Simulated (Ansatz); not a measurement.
# armchair BAs nanoribbon (N = 4, H edges): bands by functional and under strain, part 3 of 4

Aim: is the armchair BAs nanoribbon (N = 4, H edges) a metal or a semiconductor?

Ansatz 0.2.0; DFT PBE, plane waves, PAW; relaxation of a wire's period (the session's first sound run).

So far, band gap (eV): step 3 (the perfect wire, PBE) 1.62; step 4 (levels at the same atoms, level LDA, cutoff 420 eV, LDA PBE) 1.61; step 5 (levels at the same atoms, level PBEsol, cutoff 420 eV, PBEsol PBE) 1.62; step 6 (levels at the same atoms, level r2SCAN, cutoff 500 eV, r2SCAN PBE) 1.84.

## (7) Levels at the same atoms, level HSE06, cutoff 420 eV

This step: DFT HSE06, plane waves, PAW; levels of a perfect wire at the PBE geometry (Ansatz 0.2.0).

The atoms stay at the PBE geometry and the functional changes. HSE06 mixes in a quarter of short-range exact exchange, which removes part of the self-interaction that closes gaps; it is dear, so the mesh is thinner and no path is run. Against the first PBE run of this kind, the mesh along the wire has 6 points against 14.

File input.yaml:

```yaml
crystal:
  lattice:
    - [14.69, 0.0, 0.0]
    - [0.0, 7.0, 0.0]
    - [0.0, 0.0, 5.8904156532]
  atoms:
    - { symbol: B, position: [0.326526541, 0.5, 0.002103256] }
    - { symbol: B, position: [0.556657162, 0.5, 0.00467966] }
    - { symbol: As, position: [0.332404948, 0.5, 0.325441699] }
    - { symbol: As, position: [0.558130241, 0.5, 0.337938618] }
    - { symbol: H, position: [0.744858155, 0.5, 0.40530939] }
    - { symbol: H, position: [0.244156562, 0.5, 0.454289281] }
    - { symbol: B, position: [0.44336364, 0.5, 0.50467966] }
    - { symbol: B, position: [0.673494261, 0.5, 0.502103256] }
    - { symbol: As, position: [0.441890562, 0.5, 0.837938618] }
    - { symbol: As, position: [0.667615854, 0.5, 0.825441699] }
    - { symbol: H, position: [0.255162647, 0.5, 0.90530939] }
    - { symbol: H, position: [0.75586424, 0.5, 0.954289281] }
kpoints:
  mp_grid: { grid: [1, 1, 6] }
scf:
  occupations: { method: fermi_dirac, width: 0.05 }
hamiltonian:
  xc: hse06
```

Started as:

```sh
> ansatz run input.yaml --threads 8 --pin off --max-ram 16384MiB --backend cpu --events-out ev --progress --plain --runs-dir out
```

Numbers of over 12 decimals in the logs are rounded to 6 here.

Log:

```text
exact exchange: scf.exx.singularity resolves to wigner_seitz, which cuts the screened interaction at the faces of the exchange supercell's Wigner-Seitz cell, so that each pair interacts once, at the shortest of its separations (the periodic images that this leaves out come, for a point-like exchange hole, to about 0.041 eV on a filled level). The cut falls within the interaction's reach, and what an exchange supercel [...]
[...]
Crystal: 12 atoms, lattice volume = 605.711 Å³
[...]
Fermi energy:    -1.332743 eV
[...]
--- Band table (eV) ---
  k-point 0: bands = [... 34 lower, -4.6732, -4.3672, -2.5235, -2.4070, -0.2638, -0.0783]
  k-point 1: bands = [... 34 lower, -4.9222, -4.2760, -3.0581, -2.5911, 0.0288, 0.3692]
  k-point 2: bands = [... 34 lower, -5.3304, -4.1180, -3.8319, -3.0327, 0.3427, 1.3079]
  k-point 3: bands = [... 34 lower, -4.7834, -4.7834, -3.5315, -3.5315, 0.8348, 0.8348]
  guard bands above this table: 10 of the run's 50 bands. The solve was not asked for them (output.publish_guard_bands: true or output.eigenvalues: true publishes all)
[key lines of the parts left out:]
Free energy (F): -20113.179308 eV
```

It took 23 s on 8 threads of Intel Xeon Platinum 8488C (Sapphire Rapids), shared host; peak memory 5.9 GiB.

The gap is 2.14 eV, against 1.62 eV under PBE at the relaxed period.

## (8) Side by side

Times are for 8 threads of Intel Xeon Platinum 8488C (Sapphire Rapids), shared host. The series side by side:

| no. | level | band gap (eV) | time | memory (GiB) |
| --- | --- | --- | --- | --- |
| 1 | LDA | 1.611 | 8.3 s | 2.1 |
| 2 | PBEsol | 1.621 | 7.3 s | 2.1 |
| 3 | r2SCAN | 1.844 | 14 s | 3.3 |
| 4 | HSE06 | 2.143 | 23 s | 5.9 |

## (9) Two-component spinors

This step: DFT PBE, plane waves, fully relativistic PAW; bands of a perfect wire with spin-orbit coupling (Ansatz 0.2.0).

Spin-orbit coupling mixes the spins and splits bands that cross or touch without it, so it can open or close channels. Fully relativistic datasets take the place of the scalar ones. Against the first PBE run of this kind, the mesh along the wire has 9 points against 14.

Changes to input.yaml since step 7:

```diff
@@ -19,3 +19,4 @@
 kpoints:
-  mp_grid: { grid: [1, 1, 6] }
+  mp_grid: { grid: [1, 1, 9] }
+  band_path: { path: ["Γ", Z], npoints: 50 }
 scf:
@@ -23,2 +24,6 @@
 hamiltonian:
-  xc: hse06
+  xc: pbe
+  pseudopotentials: { kind: paw_fr }
+magnetization:
+  noncollinear: true
+  spin_orbit: true
```

Log:

```text
[...]
non-collinear run that drives no moment, with spin-orbit: no starting moment large enough to seed its density (crystal.atoms[].spin), no starting occupations that ask for one, no magnetisation constraint and no magnetic field, so the semilocal B_xc is pinned to zero
Crystal: 12 atoms, lattice volume = 605.711 Å³
Basis set: ecut = 420 eV, 11829 PW (Γ)
Bands: 100, of which v1, the nominal top of the filled ones, is band 76 counted from 1 (75 counted from 0)
Symmetry: 4 space group operations + 4 with time reversal
[...]
k-points: 5 of 9 (time reversal used)
Projection manifold: j_resolved (fully-relativistic pseudo-atomic orbitals)
[...]
SCF iter   1: F=—  HF=-20112.801481 eV  |F-HF|=—  |Δ(HF+E_count)|=         —  Δρ=4.10e-2  dr2=1.42e1  dr2_m=0.00e0 (ungated)  ethr=3.10e-3  |M|=0.00e0 ∫|m|=0.00e0 μB  |m|>n=0.0e0 m-floor=0.0e0 τ_xc=0.0e0  β_m=0.30  ⟨swp⟩=7.8  Hψ=2556  notcnv=0  defer=36
[...]
spin=Noncollinear: Resta preconditioning applied to the charge; magnetization (m_x, m_y, m_z) channels mix plain (no charge-response kernel on spin).
SCF iter   2: F=—  HF=-20109.588804 eV  |F-HF|=—  |Δ(HF+E_count)|=    3.21e0  Δρ=2.33e-2  dr2=3.20e0  dr2_m=0.00e0 (ungated)  ethr=3.10e-3  |M|=0.00e0 ∫|m|=0.00e0 μB  |m|>n=0.0e0 m-floor=0.0e0 τ_xc=0.0e0  β_m=0.40  ⟨swp⟩=3.0  Hψ=816  notcnv=0  defer=72
[...]
SCF iter  10: F=-20108.505424 eV  HF=-20108.505424 eV  |F-HF|=2.62e-9  |Δ(HF+E_count)|=   8.18e-8  Δρ=1.39e-6  dr2=1.55e-8  dr2_m=0.00e0 (ungated)  ethr=1.32e-10  |M|=0.00e0 ∫|m|=0.00e0 μB  |m|>n=0.0e0 m-floor=0.0e0 τ_xc=0.0e0  ⟨swp⟩=18.2  Hψ=2867  notcnv=0
SCF 1 converged in 10 iterations: F = -20108.505424 eV  dr2 = 1.55e-8
[...]
SCF converged after 10 iterations
Magnetization: |M| = 0.0000 μB,  M = (+0.0000, +0.0000, +0.0000) μB
Absolute magnetization: 0.0000 μB (∫|m|)
  site 0: m = (+0.0000, +0.0000, +0.0000) μB, |m| = 0.0000 μB  (R = 0.49 Å)
  site 1: m = (+0.0000, +0.0000, +0.0000) μB, |m| = 0.0000 μB  (R = 0.80 Å)
  site 2: m = (+0.0000, +0.0000, +0.0000) μB, |m| = 0.0000 μB  (R = 0.62 Å)
  site 3: m = (+0.0000, +0.0000, +0.0000) μB, |m| = 0.0000 μB  (R = 0.80 Å)
  site 4: m = (+0.0000, +0.0000, +0.0000) μB, |m| = 0.0000 μB  (R = 0.49 Å)
  site 5: m = (+0.0000, +0.0000, +0.0000) μB, |m| = 0.0000 μB  (R = 0.62 Å)
  site 6: m = (+0.0000, +0.0000, +0.0000) μB, |m| = 0.0000 μB  (R = 0.80 Å)
  site 7: m = (+0.0000, +0.0000, +0.0000) μB, |m| = 0.0000 μB  (R = 0.49 Å)
  site 8: m = (+0.0000, +0.0000, +0.0000) μB, |m| = 0.0000 μB  (R = 0.80 Å)
  site 9: m = (+0.0000, +0.0000, +0.0000) μB, |m| = 0.0000 μB  (R = 0.62 Å)
  site 10: m = (+0.0000, +0.0000, +0.0000) μB, |m| = 0.0000 μB  (R = 0.49 Å)
  site 11: m = (+0.0000, +0.0000, +0.0000) μB, |m| = 0.0000 μB  (R = 0.62 Å)
Free energy (F): -20108.505424 eV
[...]
Internal energy: -20108.505424 eV  (E = F + TS)
E sigma→0 (E₀):  -20108.505424 eV
Entropy (-TS):   -0.000000 eV (-0.000 meV/atom)
Fermi energy:    -1.262626 eV
[...]
--- Band table (eV; the first three rows and the last of 5) ---
  k-point 0: bands = [... 72 lower, -2.2038, -2.2038, -2.0812, -2.0812, -0.4579, -0.4579, -0.3378, -0.3378, ... 20 higher]
  k-point 1: bands = [... 72 lower, -2.4501, -2.4501, -2.1552, -2.1552, -0.2929, -0.2929, -0.1703, -0.1703, ... 20 higher]
  k-point 2: bands = [... 72 lower, -2.9358, -2.9358, -2.3541, -2.3541, -0.1610, -0.1610, 0.4316, 0.4316, ... 20 higher]
  k-point 4: bands = [... 72 lower, -3.1928, -3.1928, -2.9200, -2.9200, 0.3357, 0.3357, 0.6721, 0.6721, ... 20 higher]
```

It took 61 s on 8 threads; peak memory 6.8 GiB.

Numbers from this step:

```
band gap : 1.623 eV
```

Electronic bands along the path, in eV, zero at the Fermi level:

```csv
point,band 73,band 74,band 75,band 76,band 77,band 78,band 79,band 80
Γ,-0.94,-0.94,-0.82,-0.82,0.80,0.80,0.92,0.92
halfway,-1.80,-1.80,-1.15,-1.15,1.15,1.15,1.86,1.86
Z,-1.80,-1.80,-1.80,-1.80,1.76,1.76,1.76,1.76
```

The gap is 1.62 eV, against 1.62 eV under PBE at the relaxed period, with no moment.

## (10) Strain along the wire, period over the relaxed period 1.06, k-mesh 1×1×10

This step: DFT PBE, plane waves, PAW; relaxation at a fixed period (Ansatz 0.2.0).

The period is set to 1.06 times the relaxed one and the atoms relax within it: strain changes bond lengths and angles, which shifts the bands against each other. Against the first PBE run of this kind, the mesh along the wire has 10 points against 14.

The cell differs from the one that the last finished run ended in (c 5.890 → 6.244 Å).

Changes to input.yaml since step 9:

```diff
@@ -4,3 +4,3 @@
     - [0.0, 7.0, 0.0]
-    - [0.0, 0.0, 5.8904156532]
+    - [0.0, 0.0, 6.2438405924]
   atoms:
@@ -19,3 +19,3 @@
 kpoints:
-  mp_grid: { grid: [1, 1, 9] }
+  mp_grid: { grid: [1, 1, 10] }
   band_path: { path: ["Γ", Z], npoints: 50 }
@@ -25,5 +25,6 @@
   xc: pbe
-  pseudopotentials: { kind: paw_fr }
-magnetization:
-  noncollinear: true
-  spin_orbit: true
+relax:
+  max_steps: 40
+  f_tol: 0.02
+output:
+  stress: true
```

Log:

```text
Warning: output.stress: scf.convergence.dr2_threshold = 1e-7 eV (the SCF's general default) is looser than the 1.2e-9 eV advised for a printed stress (1e-10 eV for each atom of the cell: 12). What an SCF threshold leaves in a stress goes as its square root, and in the free energy as the threshold itself, and one threshold admits the most on a small cell: [figures from the program's tests cut] Every solve of this run  [...]
[...]
Crystal: 12 atoms, lattice volume = 642.054 Å³
Basis set: ecut = 420 eV, 12599 PW (Γ), exchange–correlation on 200×96×90 points (8 copies of the dense FFT grid, shifted against one another)
Bands: 50, of which v1, the nominal top of the filled ones, is band 38 counted from 1 (37 counted from 0)
Symmetry: 4 space group operations
[...]
k-points: 6 of 10 (time reversal used)
[...]
SCF iter   1: F=—  HF=-20107.440656 eV  |F-HF|=—  |Δ(HF+E_count)|=         —  Δρ=1.62e-3  dr2=2.28e-2  ethr=1.77e-3  ⟨swp⟩=7.3  Hψ=1308  notcnv=0  defer=6
[...]
SCF iter   6: F=-20107.459168 eV  HF=-20107.459165 eV  |F-HF|=3.18e-6  |Δ(HF+E_count)|=   2.94e-6  Δρ=1.16e-5  dr2=7.93e-7  ethr=1.32e-8  ⟨swp⟩=4.5  Hψ=817  notcnv=0
SCF 1 converged in 6 iterations: F = -20107.459168 eV  dr2 = 7.93e-7
[...]
relax step   1: F+E_penalty+E_count = -20107.45916834 eV  Δ(F+E_penalty+E_count) = +0.000e0 eV  max|allowed force component| = 6.725e-1 eV/Å  Δτ_max = 0.0000 Å  (6 SCF iters, dr2 threshold 1.00e-5 eV, accepted)
[...]
SCF iter   6: F=-20107.651987 eV  HF=-20107.651988 eV  |F-HF|=6.77e-7  |Δ(HF+E_count)|=   4.27e-6  Δρ=2.16e-5  dr2=4.43e-6  ethr=3.72e-8  ⟨swp⟩=4.8  Hψ=898  notcnv=0
SCF 2 converged in 6 iterations: F = -20107.651987 eV  dr2 = 4.43e-6
relax step   2: F+E_penalty+E_count = -20107.65198692 eV  Δ(F+E_penalty+E_count) = -1.928e-1 eV  max|allowed force component| = 2.236e-1 eV/Å  Δτ_max = 0.1227 Å  (6 SCF iters, dr2 threshold 2.83e-5 eV, accepted)
SCF iter   1: F=—  HF=-20107.680971 eV  |F-HF|=—  |Δ(HF+E_count)|=         —  Δρ=2.65e-3  dr2=4.21e-2  ethr=5.34e-4  ⟨swp⟩=3.0  Hψ=562  notcnv=0  defer=36
[...]
SCF iter   6: F=-20107.671519 eV  HF=-20107.671519 eV  |F-HF|=2.10e-7  |Δ(HF+E_count)|=   5.98e-7  Δρ=7.63e-6  dr2=6.11e-7  ethr=4.11e-9  ⟨swp⟩=5.0  Hψ=915  notcnv=0
SCF 3 converged in 6 iterations: F = -20107.671519 eV  dr2 = 6.11e-7
relax step   3: F+E_penalty+E_count = -20107.67151860 eV  Δ(F+E_penalty+E_count) = -1.953e-2 eV  max|allowed force component| = 4.323e-2 eV/Å  Δτ_max = 0.0585 Å  (6 SCF iters, dr2 threshold 3.13e-6 eV, accepted)
SCF iter   1: F=—  HF=-20107.672170 eV  |F-HF|=—  |Δ(HF+E_count)|=         —  Δρ=4.39e-4  dr2=8.81e-4  ethr=1.48e-5  ⟨swp⟩=2.0  Hψ=544  notcnv=0  defer=32
[...]
SCF iter   6: F=-20107.671894 eV  HF=-20107.671894 eV  |F-HF|=4.51e-10  |Δ(HF+E_count)|=   1.06e-8  Δρ=1.46e-6  dr2=1.43e-8  ethr=1.32e-10  ⟨swp⟩=5.0  Hψ=920  notcnv=0
SCF 4 converged in 6 iterations: F = -20107.671894 eV  dr2 = 1.43e-8
[...]
relax step   4: F+E_penalty+E_count = -20107.67189449 eV  Δ(F+E_penalty+E_count) = -3.759e-4 eV  max|allowed force component| = 1.531e-2 eV/Å  Δτ_max = 0.0083 Å  (6 SCF iters, accepted)
[...]
the band table was solved once a step of the walk had ended and its energy, with any forces and stress, was formed, with the checks that follow a solve (1688 applications of the Hamiltonian). They found nothing against the state; the energy, forces and stress were not computed again (output.eigenvalues in the input reference)
[...]
SCF converged after 6 iterations
Free energy (F): -20107.671894 eV
[...]
Internal energy: -20107.671894 eV  (E = F + TS)
E sigma→0 (E₀):  -20107.671894 eV
Entropy (-TS):   -0.000000 eV (-0.000 meV/atom)
Fermi energy:    -1.451658 eV
[...]
--- Forces (eV/Å), atoms counted from 1 ---
  atom   1  B     -0.00190254     0.00000000    -0.00826025
  atom   2  B      0.00411097     0.00000000    -0.00540581
  atom   3  As    -0.01225059     0.00000000     0.01127466
  atom   4  As     0.01531205     0.00000000     0.00087291
  atom   5  H      0.00110020     0.00000000     0.00341903
  atom   6  H     -0.00554799     0.00000000    -0.00188839
  atom   7  B     -0.00411097     0.00000000    -0.00540581
  atom   8  B      0.00190254     0.00000000    -0.00826025
  atom   9  As    -0.01531205     0.00000000     0.00087291
  atom  10  As     0.01225059     0.00000000     0.01127466
  atom  11  H     -0.00110020     0.00000000     0.00341903
  atom  12  H      0.00554799     0.00000000    -0.00188839
  max |Σ_I F_I| component: 2.43e-5 eV/Å
--- Stress (GPa, compression-positive) ---
        0.036152       0.000000       0.000000
        0.000000       0.291206       0.000000
        0.000000       0.000000      -2.775606
  P = ⅓ Tr σ = -0.8161 GPa (-8.161 kbar)
--- Band table (eV; the first three rows and the last of 6) ---
  k-point 0: bands = [... 34 lower, -4.2667, -3.8074, -2.6067, -2.1745, -0.7380, -0.6382, 1.0479, 1.5489, ... 8 higher]
  k-point 1: bands = [... 34 lower, -4.3008, -3.7829, -2.7683, -2.2446, -0.5764, -0.5363, 0.9677, 1.5337, ... 8 higher]
  k-point 2: bands = [... 34 lower, -4.3991, -3.7153, -3.1164, -2.4248, -0.4145, -0.0683, 0.8992, 1.2254, ... 8 higher]
  k-point 5: bands = [... 34 lower, -4.2960, -4.2960, -3.1496, -3.1496, 0.3602, 0.3602, 0.7079, 0.7079, ... 8 higher]
--- Relaxed structure (4 steps of the walk, 4 accepted, 0 SCFs on fresh bases) ---
  F+E_penalty+E_count = -20107.67189449 eV   max|allowed force component| = 1.531e-2 eV/Å
  atoms:
    - { symbol: B, position: [0.331399, 0.5, 0.00989832] }
    - { symbol: B, position: [0.555888, 0.5, 0.00765587] }
    - { symbol: As, position: [0.337161, 0.5, 0.319916] }
    - { symbol: As, position: [0.557390, 0.5, 0.334816] }
    - { symbol: H, position: [0.742837, 0.5, 0.431677] }
    - { symbol: H, position: [0.245177, 0.5, 0.425798] }
    - { symbol: B, position: [0.444133, 0.5, 0.507656] }
    - { symbol: B, position: [0.668622, 0.5, 0.509898] }
    - { symbol: As, position: [0.442631, 0.5, 0.834816] }
    - { symbol: As, position: [0.662860, 0.5, 0.819916] }
    - { symbol: H, position: [0.257183, 0.5, 0.931677] }
    - { symbol: H, position: [0.754844, 0.5, 0.925798] }
```

Wall time 12 s (8 threads); peak memory 2.3 GiB.

Step by step:

```csv
step,energy less that of the first step (eV),largest force component (eV/Å)
1,0.0000,0.6725
2,-0.1928,0.2236
3,-0.2124,0.0432
4,-0.2127,0.0153
```

Forces are held to the 4 operations that the run works with; a distortion that breaks them can't arise in this run.

The atoms that moved most (Å):

```csv
atom,dx,dy,dz,length
H6,0.015,0.000,-0.178,0.179
H12,-0.015,0.000,-0.178,0.179
H11,0.030,0.000,0.165,0.167
H5,-0.030,0.000,0.165,0.167
B1,0.072,0.000,0.049,0.087
B8,-0.072,0.000,0.049,0.087
As3,0.070,0.000,-0.034,0.078
As10,-0.070,0.000,-0.034,0.078
```

Final coordinates:

```cif
data_structure
_symmetry_space_group_name_H-M 'P 1'
_symmetry_Int_Tables_number 1
_cell_length_a 14.6900
_cell_length_b 7.0000
_cell_length_c 6.2438
_cell_angle_alpha 90.000
_cell_angle_beta 90.000
_cell_angle_gamma 90.000
_cell_volume 642.05
loop_
_atom_site_label
_atom_site_type_symbol
_atom_site_fract_x
_atom_site_fract_y
_atom_site_fract_z
_atom_site_occupancy
B1 B 0.33140 0.50000 0.00990 1
B2 B 0.55589 0.50000 0.00766 1
As3 As 0.33716 0.50000 0.31992 1
As4 As 0.55739 0.50000 0.33482 1
H5 H 0.74284 0.50000 0.43168 1
H6 H 0.24518 0.50000 0.42580 1
B7 B 0.44413 0.50000 0.50766 1
B8 B 0.66862 0.50000 0.50990 1
As9 As 0.44263 0.50000 0.83482 1
As10 As 0.66286 0.50000 0.81992 1
H11 H 0.25718 0.50000 0.93168 1
H12 H 0.75484 0.50000 0.92580 1
```

This step gave:

```yaml
band_gap: 1.436 eV
```

Electronic bands along the path, in eV, zero at the Fermi level:

```
  point  band 35  band 36  band 37  band 38  band 39  band 40  band 41  band 42
      Γ    -2.81    -2.36    -1.16    -0.72     0.71     0.81     2.50     3.00
halfway    -3.02    -2.23    -1.85    -1.09     1.14     1.66     2.36     2.46
      Z    -2.84    -2.84    -1.70    -1.70     1.81     1.81     2.16     2.16
```

The gap is 1.44 eV, against 1.62 eV under PBE at the relaxed period.

## (11) At a strained period, period over the relaxed period 0.97, k-mesh 1×1×11

The period is set to 0.97 times the relaxed one and the atoms relax within it: strain changes bond lengths and angles, which shifts the bands against each other. Against the first PBE run of this kind, the mesh along the wire has 11 points against 14.

The cell differs from the one that the last finished run ended in (c 6.244 → 5.714 Å).

Changes to input.yaml since step 10:

```diff
@@ -4,3 +4,3 @@
     - [0.0, 7.0, 0.0]
-    - [0.0, 0.0, 6.2438405924]
+    - [0.0, 0.0, 5.7137031837]
   atoms:
@@ -19,3 +19,3 @@
 kpoints:
-  mp_grid: { grid: [1, 1, 10] }
+  mp_grid: { grid: [1, 1, 11] }
   band_path: { path: ["Γ", Z], npoints: 50 }
```

Log:

```text
[...]
Crystal: 12 atoms, lattice volume = 587.540 Å³
Basis set: ecut = 420 eV, 11465 PW (Γ), exchange–correlation on 200×96×80 points (8 copies of the dense FFT grid, shifted against one another)
Bands: 50, of which v1, the nominal top of the filled ones, is band 38 counted from 1 (37 counted from 0)
Symmetry: 4 space group operations
[...]
- { symbol: As, position: [0.558786, 0.5, 0.340296] }
    - { symbol: H, position: [0.746064, 0.5, 0.391181] }
    - { symbol: H, position: [0.243817, 0.5, 0.470123] }
    - { symbol: B, position: [0.442872, 0.5, 0.502030] }
    - { symbol: B, position: [0.676280, 0.5, 0.497741] }
    - { symbol: As, position: [0.441235, 0.5, 0.840296] }
    - { symbol: As, position: [0.670198, 0.5, 0.828392] }
    - { symbol: H, position: [0.253957, 0.5, 0.891181] }
    - { symbol: H, position: [0.756204, 0.5, 0.970123] }
[key lines of the parts left out:]
SCF converged after 5 iterations
Free energy (F): -20107.910441 eV
Fermi energy:    -1.126460 eV
P = ⅓ Tr σ = 0.6306 GPa (6.306 kbar)
```

The job ended after 11 s (8 threads; peak memory 2.1 GiB; 80 s of CPU time).

[end of part 3 of 4]

[Logs are printed without paths, hosts, clocks, repeated set-up lines and the standing remarks that a program may print on its own settings, such as how far it seeks lower states.]

[Hosts, paths, dates, database ids (printed as entryN), source tags and the programs' standing remarks are cut or masked in the printed files.]
